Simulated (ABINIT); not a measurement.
# A GW chain in ABINIT: SiO2 (P3_221)

Wanted: ground state, empty states, screening and self-energy for SiO2 (P3_221).

Method: PBE and many-body steps on it, plane waves, in ABINIT 10.8.3.

Most raw output is cut from this account.

## 1. The starting structure

Symmetry: P3_221, No. 154, trigonal system. Conventional cell: a = 4.916 Å, b = 4.916 Å, c = 5.408 Å, α = 90.00°, β = 90.00°, γ = 120.00°. Si has 4 O at 1.61 Å nearest. O has 2 Si at 1.61 Å nearest. Farther neighbours and most contacts between anions are not listed.

The cell and positions come from the Crystallography Open Database and are kept as given unless a step says otherwise.

## 2. Ground state

This step: ABINIT 10.8.3; DFT, PBE, plane waves, norm-conserving pseudopotentials.

The ground-state density comes first.

Contents of run.abi:

```
acell 3*1.0 Angstrom
rprim 
  4.916359999971 0.000000000007 0.000000000000
  -2.458179999991 4.257692654122 0.000000000000
  0.000000000000 0.000000000000 5.408400000000
ntypat 2
znucl 14 8
natom 9
typat 1 1 1 2 2 2 2 2 2
xred 
  0.469730000000 0.000000000000 0.666666666667
  0.000000000000 0.469730000000 0.333333333333
  0.530270000000 0.530270000000 -0.000000000000
  0.413540000000 0.267580000000 0.785580000000
  0.732420000000 0.145960000000 0.452246666667
  0.854040000000 0.586460000000 0.118913333333
  0.267580000000 0.413540000000 0.214420000000
  0.145960000000 0.732420000000 0.547753333333
  0.586460000000 0.854040000000 0.881086666667
pp_dirpath "pseudos"
pseudos "Si.upf, O.upf"
ecut 36
ngkpt 6 6 4
nshiftk 1
shiftk 0 0 0
kptopt 1
chksymbreak 0
nband 32
occopt 1
tolvrs 1e-10
nstep 60
prtwf 0
optforces 0
optstress 0
indata_prefix "in"
outdata_prefix "out"
tmpdata_prefix "tmp"
```

On the command line:

```
OMP_NUM_THREADS=1 mpirun -n 4 abinit run.abi > log
```

Wall time 80 s (4 MPI ranks of Arm Neoverse V1, shared host); peak memory 0.48 GiB; 5.3 min of CPU time.

Numbers from this step:

- total energy: -3057.3467 eV
- gap: 6.031 eV
- k of the valence top: 0.3333, 0.3333, 0
- k of the conduction bottom: 0, 0, 0
- least direct gap: 6.346 eV

The gap is indirect, with the least direct gap 0.32 eV higher.

## 3. Bands along the symmetry lines

The cheap functional maps the bands first; the places of the edges decide which points the dearer methods must see.

run.abi: that of step 2 with these lines changed.

```diff
@@ -22,14 +22,53 @@
 ecut 36
-ngkpt 6 6 4
-nshiftk 1
-shiftk 0 0 0
-kptopt 1
-chksymbreak 0
-nband 32
-occopt 1
-tolvrs 1e-10
-nstep 60
+iscf -2
+irdden 1
+kptopt 0
+nkpt 39
+kpt 
+  0.00000000 0.00000000 0.00000000
+  0.12500000 0.00000000 0.00000000
+  0.25000000 0.00000000 0.00000000
+  0.37500000 0.00000000 0.00000000
+  0.50000000 0.00000000 0.00000000
+  0.45833333 0.08333333 0.00000000
+  0.41666666 0.16666666 0.00000000
+  0.37500000 0.25000000 0.00000000
+  0.33333333 0.33333333 0.00000000
+  0.25000000 0.25000000 0.00000000
+  0.16666666 0.16666666 0.00000000
+  0.08333333 0.08333333 0.00000000
+  0.00000000 0.00000000 0.00000000
+  0.00000000 0.00000000 0.12500000
+  0.00000000 0.00000000 0.25000000
+  0.00000000 0.00000000 0.37500000
+  0.00000000 0.00000000 0.50000000
+  0.12500000 0.00000000 0.50000000
+  0.25000000 0.00000000 0.50000000
+  0.37500000 0.00000000 0.50000000
+  0.50000000 0.00000000 0.50000000
+  0.45833333 0.08333333 0.50000000
+  0.41666666 0.16666666 0.50000000
+  0.37500000 0.25000000 0.50000000
+  0.33333333 0.33333333 0.50000000
+  0.25000000 0.25000000 0.50000000
+  0.16666666 0.16666666 0.50000000
+  0.08333333 0.08333333 0.50000000
+  0.00000000 0.00000000 0.50000000
+  0.50000000 0.00000000 0.50000000
+  0.50000000 0.00000000 0.37500000
+  0.50000000 0.00000000 0.25000000
+  0.50000000 0.00000000 0.12500000
+  0.50000000 -0.00000000 0.00000000
+  0.33333333 0.33333333 0.50000000
+  0.33333333 0.33333333 0.37500000
+  0.33333333 0.33333333 0.25000000
+  0.33333333 0.33333333 0.12500000
+  0.33333333 0.33333333 0.00000000
+istwfk *1
+nband 37
+nbdbuf 8
+tolwfr 1e-07
+nstep 50
 prtwf 0
-optforces 0
-optstress 0
+prtvol 0
 indata_prefix "in"
```

Run time: 61 s. Hardware: 4 MPI ranks; peak memory 0.48 GiB.

This step gave:

| Quantity | Value |
| --- | --- |
| gap | 6.031 eV |
| k of the valence top | 0.3333, 0.3333, 0 |
| k of the conduction bottom | 0, 0, 0 |
| least direct gap | 6.346 eV |

The gap is 6.031 eV, as in the run before at this level.

Electronic bands along the path, in eV, zero at the top of the highest filled band:

```tsv
point	band 21	band 22	band 23	band 24	band 25	band 26	band 27	band 28
Γ	-1.00	-0.68	-0.32	-0.32	6.03	9.33	9.33	9.78
halfway	-1.00	-0.83	-0.24	-0.15	6.91	9.33	9.40	9.90
M	-1.03	-0.78	-0.27	-0.04	8.28	9.01	9.73	9.74
halfway	-1.09	-0.63	-0.31	-0.02	8.47	9.07	9.62	9.95
K	-1.23	-0.43	-0.43	0.00	8.94	8.94	9.43	10.38
halfway	-0.91	-0.87	-0.25	-0.11	7.16	9.33	9.48	9.94
Γ	-1.00	-0.68	-0.32	-0.32	6.03	9.33	9.33	9.78
halfway	-1.07	-0.53	-0.22	-0.10	6.62	9.17	9.26	9.29
A	-1.21	-0.21	-0.21	-0.09	7.97	7.97	9.08	9.76
halfway	-1.08	-0.44	-0.41	-0.15	8.36	8.50	9.40	9.75
L	-0.88	-0.84	-0.60	-0.19	8.93	9.41	9.69	9.85
halfway	-0.86	-0.83	-0.62	-0.33	8.96	9.58	9.78	9.89
H	-0.93	-0.76	-0.58	-0.58	9.02	9.81	9.81	10.12
halfway	-1.06	-0.54	-0.39	-0.22	8.47	8.65	9.45	9.92
A	-1.21	-0.21	-0.21	-0.09	7.97	7.97	9.08	9.76
jump to L	-0.88	-0.84	-0.60	-0.19	8.93	9.41	9.69	9.85
halfway	-0.96	-0.72	-0.44	-0.12	8.56	9.11	9.59	10.06
M	-1.03	-0.78	-0.27	-0.04	8.28	9.01	9.73	9.74
jump to H	-0.93	-0.76	-0.58	-0.58	9.02	9.81	9.81	10.12
halfway	-1.01	-0.55	-0.51	-0.20	8.94	9.25	9.62	10.23
K	-1.23	-0.43	-0.43	0.00	8.94	8.94	9.43	10.38
```

## 4. Empty states on the mesh, 3×3×2 mesh, 221 bands

The sums over transitions need many empty states on a uniform mesh; this step solves for them.

Contents of run.abi:

```
acell 3*1.0 Angstrom
rprim 
  4.916359999971 0.000000000007 0.000000000000
  -2.458179999991 4.257692654122 0.000000000000
  0.000000000000 0.000000000000 5.408400000000
ntypat 2
znucl 14 8
natom 9
typat 1 1 1 2 2 2 2 2 2
xred 
  0.469730000000 0.000000000000 0.666666666667
  0.000000000000 0.469730000000 0.333333333333
  0.530270000000 0.530270000000 -0.000000000000
  0.413540000000 0.267580000000 0.785580000000
  0.732420000000 0.145960000000 0.452246666667
  0.854040000000 0.586460000000 0.118913333333
  0.267580000000 0.413540000000 0.214420000000
  0.145960000000 0.732420000000 0.547753333333
  0.586460000000 0.854040000000 0.881086666667
pp_dirpath "pseudos"
pseudos "Si.upf, O.upf"
ecut 36
ngkpt 3 3 2
nshiftk 1
shiftk 0 0 0
kptopt 1
chksymbreak 0
iscf -2
irdden 1
istwfk *1
nband 221
nbdbuf 20
tolwfr 1e-09
nstep 60
prtvol 0
indata_prefix "in"
outdata_prefix "out"
tmpdata_prefix "tmp"
```

Wall time 2.8 min (4 MPI ranks); peak memory 0.53 GiB.

This step gave:

* gap: 6.031 eV
* k of the valence top: 0.3333, 0.3333, 0
* k of the conduction bottom: 0, 0, 0
* least direct gap: 6.346 eV
* k points computed: 6
* lowest point of the top converged band, above the valence top: 72.3494 eV

On this mesh the gap is 6.031 eV.

## 5. Screening, 3×3×2 mesh, 201 bands, screening to 106.1 eV

The RPA dielectric matrix is built and inverted for each q.

This step: RPA screening on PBE, plane waves, norm-conserving pseudopotentials.

run.abi: that of step 4 with these lines changed.

```diff
@@ -27,10 +27,11 @@
 chksymbreak 0
-iscf -2
-irdden 1
 istwfk *1
-nband 221
-nbdbuf 20
-tolwfr 1e-09
-nstep 60
-prtvol 0
+occopt 1
+irdwfk 1
+optdriver 3
+nband 201
+ecuteps 3.9
+inclvkb 2
+awtr 1
+symchi 1
 indata_prefix "in"
```

Wall time 2.1 min (4 MPI ranks); peak memory 2.2 GiB.

Numbers from this step:

```
ε∞ with local fields, on this mesh, along the program's q direction : 2.342
the same without local fields                                       : 2.539
plasma frequency                                                    : 24.18 eV
plane waves in the screening matrix                                 : 279
```

Local fields lower ε∞ by 8 %. On a Γ-centred mesh this coarse the value itself is usually too large, while a short band sum pulls it down.

## 6. Self-energy, 3×3×2 mesh, 201 bands, screening to 106.1 eV

The self-energy is evaluated for the states that the input lists, and the levels follow from it, in one-shot runs by the linearised quasiparticle equation.

This step: G0W0 on PBE, plane waves, norm-conserving pseudopotentials.

run.abi: that of step 5 with these lines changed.

```diff
@@ -30,8 +30,25 @@
 irdwfk 1
-optdriver 3
+optdriver 4
 nband 201
+gwcalctyp 0
+ecutsigx 36
+symsigma 1
+nkptgw 6
+kptgw 
+  0.0000000000 0.0000000000 0.0000000000
+  0.3333333333 0.0000000000 0.0000000000
+  0.3333333333 0.3333333333 0.0000000000
+  0.0000000000 0.0000000000 0.5000000000
+  0.3333333333 0.0000000000 0.5000000000
+  0.3333333333 0.3333333333 0.5000000000
+bdgw 
+  7 30
+  7 30
+  7 30
+  7 30
+  7 30
+  7 30
 ecuteps 3.9
-inclvkb 2
-awtr 1
-symchi 1
+irdscr 1
+ppmodel 1
 indata_prefix "in"
```

Wall time 4.7 min (4 MPI ranks); peak memory 2.2 GiB.

Numbers from this step:

```
G0W0 gap on the mesh                         : 8.545 eV
starting gap on the mesh                     : 6.031 eV
k of the valence top                         : 0.3333, 0.3333, 0
k of the conduction bottom                   : 0, 0, 0
Z at the valence top                         : 0.82
Z at the conduction bottom                   : 0.872
least direct G0W0 gap on the computed points : 8.944 eV
```

The gap on the mesh goes from 6.03 eV to 8.54 eV, a correction of +2.51 eV.

Limits: finite bands, cutoff and mesh; coarse k mesh. v1 is the top filled band, c1 the lowest empty one. Levels before and after the correction, in eV, zero at the valence-band top of each column:

```tsv
	conduction bottom	valence top
Kohn-Sham	6.03	0.00
G0W0	8.54	0.00
```

```tsv
	level	energy (eV)
Kohn-Sham	Γ v3	-0.683
Kohn-Sham	Γ v2-v1	-0.315
Kohn-Sham	Γ c1	6.031
Kohn-Sham	Γ c2-c3	9.328
Kohn-Sham	(0.333 0.333 0) v3-v2	-0.434
Kohn-Sham	(0.333 0.333 0) v1	0.000
Kohn-Sham	(0.333 0.333 0) c1-c2	8.938
Kohn-Sham	(0.333 0.333 0) c3	9.435
G0W0	Γ v3	-0.833
G0W0	Γ v2-v1	-0.399
G0W0	Γ c1	8.545
G0W0	Γ c2-c3	12.195
G0W0	(0.333 0.333 0) v3-v2	-0.516
G0W0	(0.333 0.333 0) v1	0.000
G0W0	(0.333 0.333 0) c1-c2	11.955
G0W0	(0.333 0.333 0) c3	12.486
```

## 7. Where the time went

Times are wall times on 4 MPI ranks of Arm Neoverse V1, shared host, good to a factor of about two.

```tsv
step	time	share	memory (GiB)
ground state	80 s	11 %	0.48
bands along the symmetry lines	61 s	8 %	0.48
empty states on the mesh	2.8 min	23 %	0.53
screening	2.1 min	17 %	2.2
self-energy	4.7 min	40 %	2.2
```

## 8. What came out

| Quantity | Value |
| --- | --- |
| PBE gap | 6.03 eV, indirect |
| G0W0 gap on the mesh | 8.54 eV |
| GW settings | 3×3×2 mesh, 201 bands, screening to 106.1 eV, Godby-Needs plasmon pole |
| known limits | not at the basis limit; coarse k mesh |

In words: G0W0 moves the gap on the mesh from 6.03 eV to 8.54 eV (+2.51 eV), with Z of 0.82 and 0.87 at the edges. Local fields lower the RPA ε∞ on this mesh from 2.54 to 2.34; a Γ-centred mesh this coarse tends to raise both, most where the direct gap is narrow, while a short band sum lowers them. The dearest step here is «self-energy». Bands and cutoff are finite, so the gap is not at the basis limit. The miss can reach some tenths of an eV and take either sign; the mesh is an error of its own. The 3×3×2 mesh is coarse for this cell, which bears on the long-range parts of exchange and screening.

[Paths, hosts, dates, memory and timing lines, banners, echoed tables and standing remarks are left out of the program output.]

[Logs are printed without paths, hosts, clocks, repeated set-up lines and the standing remarks that a program may print on its own settings, such as how far it seeks lower states.]

[Runs of the session that timed out or met a known fault of the program may be left out.]

[Hosts, paths, dates, database ids (printed as entryN), source tags and the programs' standing remarks are cut or masked in the printed files.]

[G0W0 gaps are taken among the corrected bands and points alone; a level outside them can change the order at an edge.]

[Where Ansatz stands beside ABINIT at settings called matched, ABINIT's density can come from a denser mesh and the files from another edition; pairs whose starting gaps differed by over 0.03 eV were left out, so agreement reads better than it is.]
